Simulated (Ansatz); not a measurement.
# Twisted 2H-MoTe2/1T-TiSe2 bilayer, 21.79° (42 atoms): taking the cell apart: runs compared

How much energy holds the two parts of twisted 2H-MoTe2/1T-TiSe2 bilayer, 21.79° (42 atoms) together, how does it fall off with distance, and how much does it hang on the functional?

Computed with Ansatz 0.2.0: Kohn-Sham DFT, PBE+D3(BJ), PAW (set soft_2, large core), plane waves.

## Step 1: The cell as built

The cell holds 42 atoms: 7 Mo, 14 Te, 7 Ti and 14 Se. Its edges and angles: a = 9.339 Å, b = 9.339 Å, c = 26.040 Å, α = 90.0°, β = 90.0°, γ = 120.0°. It derives from Te2Mo and TiSe2. 2H-MoTe2 (a = 3.52 Å) under 1T-TiSe2 (a = 3.54 Å), bilayer, commensurate cell of 7 unit cells a layer, twist 21.79 deg, both strained to the mean lattice constant; facing planes 3.34 Å apart; 16 Å of vacuum; layers as built, displaced by a Gaussian of 0.01 Å. Regions: layer 1, 21 atoms (7 Mo and 14 Te); layer 2, 21 atoms (7 Ti and 14 Se). Vacuum lies along c.

Limits known from the start: The main run has no spin polarisation, so moments on Ti can't form in it, and no Hubbard term. No spin–orbit coupling is included, so levels derived from the heavy atoms are approximate.

## Step 2: The reference run

The reference is a single point at the end of the relaxation.

The parts (lower: layer 1 and upper: layer 2) keep their atoms where they stand in it, and shifted cells move the upper part rigidly.

Its input, with most atom lines left out:

```yaml
crystal:
  lattice:
    - [9.3395, 0.0, 0.0]
    - [-4.66975, 8.08824, 0.0]
    - [0.0, 0.0, 26.04]
  atoms:
    - { symbol: Mo, position: [0.19029, 0.23993, 0.37666] }
    - { symbol: Te, position: [0.23919, 0.05024, 0.44556] }
    - { symbol: Te, position: [0.23919, 0.04907, 0.30755] }
    - { symbol: Mo, position: [0.3333, 0.66692, 0.37666] }
    - { symbol: Te, position: [0.38004, 0.47714, 0.44652] }
    - { symbol: Te, position: [0.38106, 0.47682, 0.30718] }
    - { symbol: Mo, position: [0.4778, 0.09586, 0.37698] }
    [... atom lines 8 to 42 left out ...]
kpoints:
  mp_grid: { grid: [3, 3, 1] }
hamiltonian:
  xc: pbe
  dispersion: d3bj
  pseudopotentials: { kind: paw, core: large }
scf:
  occupations: { method: fermi_dirac, width: 0.05 }
output:
  forces: true
  populations: true
  dos:
    method: { smearing: { sigma: 0.08 } }
    de: 0.1
    projected:
      site_lists:
        Mo: [Mo]
        Se: [Se]
        Te: [Te]
        Ti: [Ti]
        layer_1: [0, 1, 2, 3, 4, 5, 6, 7, 8, 9, 10, 11, 12, 13, 14, 15, 16, 17, 18, 19, 20]
        layer_2: [21, 22, 23, 24, 25, 26, 27, 28, 29, 30, 31, 32, 33, 34, 35, 36, 37, 38, 39, 40, 41]
  eigenvalues: true
  write_density: true
  write_potential: true
  volumetric_format: npy
  elf: true
```

* free energy per atom: -3751.4532 eV/atom
* r.m.s. force component: 0.00587 eV/Å

Levels near the Fermi energy are neither full nor empty under the smearing, so no gap is quoted.

## Step 3: The runs

Each row is one run, on 8 threads of Arm Neoverse N1, shared host. The free energy is the program's total, comparable only between runs with the same functional, potentials and atoms, or as a whole against its parts.

```csv
run,atoms,outcome,"ionic steps, all passes",free energy (eV),time,host memory (GiB)
Single point at the start,42,converged,-,-157560.955,1.9 min,8.3
Relaxation,42,converged,3,-157561.033,4.4 min,8.4
Single point at the relaxed geometry,42,converged,-,-157561.033,3.4 min,8.4
The lower part alone,21,converged,-,-103936.362,66 s,4.7
The upper part alone,21,converged,-,-53622.521,49 s,4.5
Upper part moved by +0.3 Å,42,converged,-,-157560.904,2.1 min,8.4
Upper part moved by -0.3 Å,42,converged,-,-157560.805,2.2 min,8.4
Upper part moved by +0.8 Å,42,converged,-,-157560.460,2 min,8.4
Upper part moved by +1.6 Å,42,converged,-,-157559.840,2.5 min,8.5
Upper part moved by +3 Å,42,converged,-,-157559.312,2.4 min,8.4
"Whole cell, PBE",42,converged,-,-226505.141,2.6 min,13
"Lower part, PBE",21,converged,-,-132417.064,55 s,6.9
"Upper part, PBE",21,converged,-,-94088.369,41 s,6.7
```

In some runs the program notes that potentials were chosen by core size.

## Step 4: Interaction energy

Whole cell less its two parts, each frozen at the geometry of the whole and solved in the same cell with the same functional, so that energy zeros cancel. The upper part is 'layer 2' and the lower part 'layer 1'. The nearest atoms of the two parts stand 3.45 Å apart. The face is 75.54 Å².

```csv
functional,interaction energy (eV),"of it, the added dispersion term (eV)",per area (meV/Å²),per area (J/m²),per atom of the upper part (meV)
PBE+D3(BJ),-2.149,-2.439,-28.5,-0.46,-102.4
PBE,0.291,-,3.9,0.06,13.9
```

## Step 5: Energy against separation

The upper part is moved rigidly along the normal from its place in the reference.

```csv
shift (Å),energy change (eV),per area (meV/Å²),share of the binding lost (%)
-0.3,0.228,3.02,-
+0.0,0.000,0.00,-
+0.3,0.129,1.71,6
+0.8,0.573,7.58,27
+1.6,1.193,15.79,56
+3.0,1.721,22.78,80
```

## Step 6: Levels of whole and parts

```csv
cell,gap (eV),"vacuum level at the upper face, over the highest filled level, or over E_F where no gap is given (eV)",moment (μB)
whole,-,-,no spin
lower part,1.12,4.87,no spin
upper part,-,5.29,no spin
```

A dash marks a cell without a clear gap, or without a flat potential in the vacuum.

## Step 7: Findings

The parts bind with 28.5 meV/Å² (2.15 eV for the cell) at the level PBE+D3(BJ), the size of van der Waals binding between sheets. The added dispersion term contributes -2.439 eV, the functional itself 0.289 eV. At this one geometry the functionals range from -28.5 (PBE+D3(BJ)) to 3.9 meV/Å² (PBE). The curvature over ±0.3 Å is 0.84×10²⁰ N/m³, and the energy rises faster on the near side. At +3.0 Å, 80 % of the binding is lost; the shift also narrows the vacuum to the periodic image.

Caveats: The parts are frozen, so the energy of their deformation isn't counted. No correction is made for dipoles across the vacuum, and the parts also feel their periodic images through it. The slab bears a dipole and has periodic images along its normal, so a spurious field crosses the vacuum.

The DFT runs together took 27 min of wall time.

[Logs are printed without paths, hosts, clocks, repeated set-up lines and the standing remarks that a program may print on its own settings, such as how far it seeks lower states.]

[Hosts, paths, dates, database ids (printed as entryN), source tags and the programs' standing remarks are cut or masked in the printed files.]
